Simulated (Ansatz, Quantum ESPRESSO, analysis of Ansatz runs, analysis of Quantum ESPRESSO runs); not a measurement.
# U centre (hydride ion on a halide site) in LiF: local vibrational mode against experiment (Quantum ESPRESSO), part 2 of 2

Subject: U centre (hydride ion on a halide site) in LiF. Wanted: its local vibrational mode, in one set-up (PBE, GBRV 1.5 PBE, 64-site cell, PBE lattice, k: the zone centre alone, the defect atoms alone displaced, start relaxed with Ansatz). The model is a cell of 64 host atoms with 1 F taken out and 1 H put in. The frequencies come from the force constants of the defect atoms alone, with every neighbour held at rest.

Quantum ESPRESSO 7.5; PBE, GBRV 1.5 PBE, 64-site cell, PBE lattice, k: the zone centre alone, the defect atoms alone displaced, start relaxed with Ansatz.

So far: Starting point; Relaxation, charge 0.

## 3. Atom H31 moved by 0.015 A along x

Force constants come from the forces after small displacements; symmetry gives the rest. One such run is shown.

This step: Quantum ESPRESSO plane-wave DFT, PBE, GBRV 1.5 PBE potentials; single point of a defect supercell.

Input file pw.in:

```
&CONTROL
  calculation = 'scf'
  prefix = 'pwscf'
  outdir = './tmp'
  pseudo_dir = './pseudo'
  tprnfor = .true.
  disk_io = 'low'
/
&SYSTEM
  ibrav = 0
  nat = 64
  ntyp = 3
  ecutwfc = 45
  ecutrho = 360
  nbnd = 161
  occupations = 'smearing'
  smearing = 'fd'
  degauss = 0.00073499
/
&ELECTRONS
  conv_thr = 1d-10
  electron_maxstep = 100
  mixing_beta = 0.5
/
ATOMIC_SPECIES
Li     6.9400 li_pbe_v1.4.uspp.F.UPF
F     18.9984 f_pbe_v1.4.uspp.F.UPF
H      1.0080 h_pbe_v1.4.uspp.F.UPF
CELL_PARAMETERS angstrom
   8.1305150920    0.0000000000    0.0000000000
   0.0000000000    8.1305150920    0.0000000000
   0.0000000000    0.0000000000    8.1305150920
ATOMIC_POSITIONS crystal
Li     0.0000056377    0.0000000000    0.0000000000
Li     0.0000913078    0.2500913078    0.2500913078
[... 9 atom lines left out ...]
Li     0.2500000000    0.2494688704    0.5000000000
[... 6 atom lines left out ...]
Li     0.2500000000    0.5000000000    0.2494688704
[... 5 atom lines left out ...]
Li    -0.0005311296    0.5000000000    0.5000000000
[... 1 atom line left out ...]
Li     0.2500000000    0.5000000000    0.7505311296
Li     0.2500000000    0.7505311296    0.5000000000
F      0.0000801514    0.5000000000    0.7499198486
F      0.0000801514    0.7499198486    0.5000000000
H      0.2518449016    0.5000000000    0.5000000000
F      0.2500000000    0.7499198486    0.7499198486
[... 24 atom lines left out ...]
Li     0.5005311296    0.5000000000    0.5000000000
[... 3 atom lines left out ...]
F      0.4999198486    0.5000000000    0.7499198486
F      0.4999198486    0.7499198486    0.5000000000
[... 1 atom line left out ...]
F      0.7500000000    0.7499666213    0.7499666213
K_POINTS gamma
```

Launch:

```
$ OMP_NUM_THREADS=1 pw.x -in pw.in > pw.out
```

What it wrote:

```text
[banner, memory and clock lines left out]
          URL

     gamma-point specific algorithms are used
     Message from routine setup:
     using ibrav=0 with symmetry is DISCOURAGED, use correct ibrav instead

     G-vector sticks info

     bravais-lattice index     =            0
     lattice parameter (alat)  =      15.3644  a.u.
     unit-cell volume          =    3627.0269 (a.u.)^3
     number of atoms/cell      =           64
     number of atomic types    =            3
     number of electrons       =       314.00
     number of Kohn-Sham states=          161
     kinetic-energy cutoff     =      45.0000  Ry
     charge density cutoff     =     360.0000  Ry
     scf convergence threshold =      1.0E-10
     mixing beta               =       0.5000
     number of iterations used =            8  plain     mixing
     Exchange-correlation=  SLA  PW   PBX  PBC
                           (   1   4   3   4   0   0   0)

     celldm(1)=  15.364447  celldm(2)=   0.000000  celldm(3)=   0.000000
     celldm(4)=   0.000000  celldm(5)=   0.000000  celldm(6)=   0.000000

     crystal axes: (cart. coord. in units of alat)
               a(1) = (   1.000000   0.000000   0.000000 )
               a(2) = (   0.000000   1.000000   0.000000 )
               a(3) = (   0.000000   0.000000   1.000000 )

     reciprocal axes: (cart. coord. in units 2 pi/alat)
               b(1) = (  1.000000  0.000000  0.000000 )
               b(2) = (  0.000000  1.000000  0.000000 )
               b(3) = (  0.000000  0.000000  1.000000 )

     PseudoPot. # 1 for Li read from file:
     li_pbe_v1.4.uspp.F.UPF
     Pseudo is Ultrasoft, Zval =  3.0
     Generated by new atomic code, or converted to UPF format
     Using radial grid of  751 points,  5 beta functions with:
                l(1) =   0
                l(2) =   0
                l(3) =   0
                l(4) =   1
                l(5) =   1
     Q(r) pseudized with 10 coefficients,  rinner =    1.150   1.150   1.150

     PseudoPot. # 2 for F  read from file:
     f_pbe_v1.4.uspp.F.UPF
     Pseudo is Ultrasoft, Zval =  7.0
     Generated by new atomic code, or converted to UPF format
     Using radial grid of  799 points,  4 beta functions with:
                l(1) =   0
                l(2) =   0
                l(3) =   1
                l(4) =   1
     Q(r) pseudized with  8 coefficients,  rinner =    0.950   0.950   0.950

     PseudoPot. # 3 for H  read from file:
     h_pbe_v1.4.uspp.F.UPF
     Pseudo is Ultrasoft, Zval =  1.0
     Generated by new atomic code, or converted to UPF format
     Using radial grid of  615 points,  2 beta functions with:
                l(1) =   0
                l(2) =   0
     Q(r) pseudized with  8 coefficients,  rinner =    0.700

     atomic species   valence    mass     pseudopotential
     Li                3.00     6.94000     Li( 1.00)
     F                 7.00    18.99840     F ( 1.00)
     H                 1.00     1.00800     H ( 1.00)

      8 Sym. Ops. (no inversion) found

   Cartesian axes

     site n.     atom                  positions (alat units)
         1        Li     tau(   1) = (   0.0000056   0.0000000   0.0000000  )
         2        Li     tau(   2) = (   0.0000913   0.2500913   0.2500913  )
         3        Li     tau(   3) = (   0.2500000   0.0000000   0.2500483  )
         4        Li     tau(   4) = (   0.2500000   0.2500483   0.0000000  )
         5        F      tau(   5) = (   0.0000334   0.0000000   0.2500334  )
         6        F      tau(   6) = (   0.0000334   0.2500334   0.0000000  )
         7        F      tau(   7) = (   0.2500000   0.0000000   0.0000000  )
         8        F      tau(   8) = (   0.2500000   0.2500802   0.2500802  )
         9        Li     tau(   9) = (   0.0000483   0.0000000   0.5000000  )
        10        Li     tau(  10) = (   0.0000913   0.2500913   0.7499087  )
        11        Li     tau(  11) = (   0.2500000   0.0000000   0.7499517  )
        12        Li     tau(  12) = (   0.2500000   0.2494689   0.5000000  )
        13        F      tau(  13) = (   0.0000334   0.0000000   0.7499666  )
        14        F      tau(  14) = (   0.0000802   0.2500802   0.5000000  )
        15        F      tau(  15) = (   0.2500000   0.0000000   0.5000000  )
        16        F      tau(  16) = (   0.2500000   0.2500802   0.7499198  )
        17        Li     tau(  17) = (   0.0000483   0.5000000   0.0000000  )
        18        Li     tau(  18) = (   0.0000913   0.7499087   0.2500913  )
[...]
21        F      tau(  21) = (   0.0000802   0.5000000   0.2500802  )
        22        F      tau(  22) = (   0.0000334   0.7499666   0.0000000  )
[...]
31        H      tau(  31) = (   0.2518449   0.5000000   0.5000000  )
[...]
52        Li     tau(  52) = (   0.7500000   0.7499944   0.0000000  )
[...]
56        F      tau(  56) = (   0.7500000   0.7499666   0.2500334  )
        57        Li     tau(  57) = (   0.5005311   0.5000000   0.5000000  )
        58        Li     tau(  58) = (   0.4999087   0.7499087   0.7499087  )
        59        Li     tau(  59) = (   0.7500000   0.5000000   0.7499517  )
[...]
Diagonalizing with lowered threshold

     Davidson diagonalization with overlap
     ethr =  3.86E-04,  avg # of iterations =  2.0

     total energy              =   -1979.88228680 Ry
     estimated scf accuracy    <       1.27827891 Ry

     iteration #  2     ecut=    45.00 Ry     beta= 0.50
     Davidson diagonalization with overlap
     ethr =  4.07E-04,  avg # of iterations =  2.0

     total energy              =   -1979.98711380 Ry
     estimated scf accuracy    <       0.15742729 Ry

     iteration #  3     ecut=    45.00 Ry     beta= 0.50
     Davidson diagonalization with overlap
     ethr =  5.01E-05,  avg # of iterations =  5.0

     total energy              =   -1979.99132143 Ry
     estimated scf accuracy    <       0.02474166 Ry

     iteration #  4     ecut=    45.00 Ry     beta= 0.50
     Davidson diagonalization with overlap
     ethr =  7.88E-06,  avg # of iterations =  5.0

     total energy              =   -1979.99590991 Ry
     estimated scf accuracy    <       0.00230754 Ry

     iteration #  5     ecut=    45.00 Ry     beta= 0.50
     Davidson diagonalization with overlap
     ethr =  7.35E-07,  avg # of iterations =  7.0

     total energy              =   -1979.99663883 Ry
     estimated scf accuracy    <       0.00016750 Ry

     iteration #  6     ecut=    45.00 Ry     beta= 0.50
     Davidson diagonalization with overlap
     ethr =  5.33E-08,  avg # of iterations =  3.0

     total energy              =   -1979.99662474 Ry
     estimated scf accuracy    <       0.00010597 Ry

     iteration #  7     ecut=    45.00 Ry     beta= 0.50
     Davidson diagonalization with overlap
     ethr =  3.37E-08,  avg # of iterations =  3.0

     total energy              =   -1979.99665715 Ry
     estimated scf accuracy    <       0.00009666 Ry

     iteration #  8     ecut=    45.00 Ry     beta= 0.50
     Davidson diagonalization with overlap
     ethr =  3.08E-08,  avg # of iterations =  2.0

     total energy              =   -1979.99667137 Ry
     estimated scf accuracy    <       0.00000157 Ry

     iteration #  9     ecut=    45.00 Ry     beta= 0.50
     Davidson diagonalization with overlap
     ethr =  5.01E-10,  avg # of iterations =  3.0

     total energy              =   -1979.99667216 Ry
     estimated scf accuracy    <       0.00000002 Ry

     iteration # 10     ecut=    45.00 Ry     beta= 0.50
     Davidson diagonalization with overlap
     ethr =  6.78E-12,  avg # of iterations =  6.0

     total energy              =   -1979.99667220 Ry
     estimated scf accuracy    <       0.00000005 Ry

     iteration # 11     ecut=    45.00 Ry     beta= 0.50
     Davidson diagonalization with overlap
     ethr =  6.78E-12,  avg # of iterations =  3.0

     total energy              =   -1979.99667220 Ry
     estimated scf accuracy    <       0.00000002 Ry

     iteration # 12     ecut=    45.00 Ry     beta= 0.50
     Davidson diagonalization with overlap
     ethr =  5.66E-12,  avg # of iterations =  2.0

     total energy              =   -1979.99667220 Ry
     estimated scf accuracy    <          4.6E-10 Ry

     iteration # 13     ecut=    45.00 Ry     beta= 0.50
     Davidson diagonalization with overlap
     ethr =  1.48E-13,  avg # of iterations =  2.0

     End of self-consistent calculation

          k = 0.0000 0.0000 0.0000 (  9307 PWs)   bands (ev):

   -40.4050 -40.3760 -40.3759 -40.3727 -40.3727 -40.3727 -40.3664 -40.3612
   -40.3612 -40.3612 -40.3590 -40.3584 -40.3584 -40.3570 -40.3565 -40.3552
   -40.3535 -40.3535 -40.3505 -40.3465 -40.3457 -40.3443 -40.3443 -40.3438
   -40.3438 -40.3420 -40.3253 -40.3119 -40.3085 -40.3085 -40.3015 -40.2903
   -19.3453 -19.0720 -19.0718 -19.0678 -19.0678 -19.0676 -19.0383 -18.9473
   -18.9473 -18.9468 -18.9435 -18.9315 -18.9315 -18.9258 -18.9258 -18.9241
   -18.9240 -18.9240 -18.9240 -18.9238 -18.9217 -18.9217 -18.7933 -18.7293
   -18.7287 -18.7250 -18.7250 -18.7247 -18.7095 -18.7006 -18.7002  -2.3145
    -2.3145  -2.3145  -1.8975  -1.8593  -1.8593  -1.8593  -1.4805  -1.4569
    -1.4569  -1.4568  -1.4532  -1.4532  -1.4532  -1.4511  -1.4510  -1.4510
[...]
-0.2305  -0.1315  -0.1315  -0.1315   0.0470   0.0470   0.0472   0.0504
     0.0504   0.0504   0.0516   0.0517   0.0517   0.1625   0.1625   0.1625
     0.3002   0.3009   0.3009   0.3037   0.3039   0.3045   0.3045   0.3051
     0.3051   0.3126   0.3126   0.3126   0.3205   0.3205   0.3205   0.3211
     0.3212   0.5165   0.5165   0.5165   2.6101   9.5142  10.8503  10.8508
    10.8508

     the Fermi energy is     4.5189 ev

!    total energy              =   -1979.99667220 Ry
     estimated scf accuracy    <          8.2E-11 Ry
     smearing contrib. (-TS)   =       0.00000000 Ry
     internal energy E=F+TS    =   -1979.99667220 Ry

     The total energy is F=E-TS. E is the sum of the following terms:
     one-electron contribution =    -891.67781995 Ry
     hartree contribution      =     566.20136716 Ry
     xc contribution           =    -404.81793321 Ry
     ewald contribution        =   -1249.70228620 Ry

     convergence has been achieved in  13 iterations

     Forces acting on atoms (cartesian axes, Ry/au):

     atom    1 type  1   force =     0.00001517    0.00000000    0.00000000
     atom    2 type  1   force =     0.00015127    0.00011111    0.00011111
     atom    3 type  1   force =     0.00002915    0.00000000   -0.00001961
     atom    4 type  1   force =     0.00002915   -0.00001961    0.00000000
     atom    5 type  2   force =     0.00006423   -0.00000000    0.00008605
     atom    6 type  2   force =     0.00006423    0.00008605   -0.00000000
     atom    7 type  2   force =    -0.00002070    0.00000000    0.00000000
     atom    8 type  2   force =    -0.00010558    0.00002856    0.00002856
     atom    9 type  1   force =    -0.00001982    0.00000000    0.00000000
     atom   10 type  1   force =     0.00015127    0.00011111   -0.00011111
[...]
atom   60 type  1   force =    -0.00010762    0.00001944    0.00000000
     atom   61 type  2   force =     0.00014478    0.00000000    0.00020665
     atom   62 type  2   force =     0.00014478    0.00020665    0.00000000
     atom   63 type  2   force =     0.00017094    0.00000000    0.00000000
     atom   64 type  2   force =     0.00006216   -0.00006544   -0.00006544

     Total force =     0.002490     Total SCF correction =     0.000002
```

The job ended after 80 s (1 thread of Arm Neoverse V1, shared host; peak memory 0.67 GiB).

## 4. Local vibrational modes

Analysis of the runs above: force constants by central differences of Quantum ESPRESSO plane-wave DFT, PBE, GBRV 1.5 PBE potentials forces among the atoms nearest to a defect, the others at rest.

The modes with the largest weight on the probed atoms (the light atom of a pair), for the masses of each isotope. Modes of the displaced atoms (local only where they lie over the host's phonons):

```csv
isotopes,mode (cm⁻¹),share of the defect atoms
H,933.3,1
H,933.3,1
H,933.3,1
D,660.2,1
D,660.2,1
D,660.2,1
```

## 5. Results

| Property | Result |
| --- | --- |
| distance from the defect atom to its nearest neighbour | 2.037 Å |
| threefold local mode of H- | 933 cm⁻¹ |
| threefold local mode of D- | 660 cm⁻¹ |

What this shows: Threefold local mode of H-: computed 933 cm⁻¹, measured 1024 cm⁻¹; 91 cm⁻¹ (9 %) below the measurement. Threefold local mode of D-: computed 660 cm⁻¹, measured 746 cm⁻¹; 86 cm⁻¹ (12 %) below the measurement. With its neighbours held rigid the defect atom loses their recoil, which lowers a mode in which they move against it. The ion's well is wide, so the mode is sensitive to the lattice constant, one possible source of the difference. Limits: the zone centre alone is a coarse sampling for this cell; the periodic copies of the defect are only 8.1 Å apart.

[Logs are printed without paths, hosts, clocks, repeated set-up lines and the standing remarks that a program may print on its own settings, such as how far it seeks lower states.]

[Hosts, paths, dates, database ids (printed as entryN), source tags and the programs' standing remarks are cut or masked in the printed files.]

[For some hosts the program warned that the k-mesh of the response run may be too coarse for force constants and the static dielectric constant; such warnings are not shown here.]
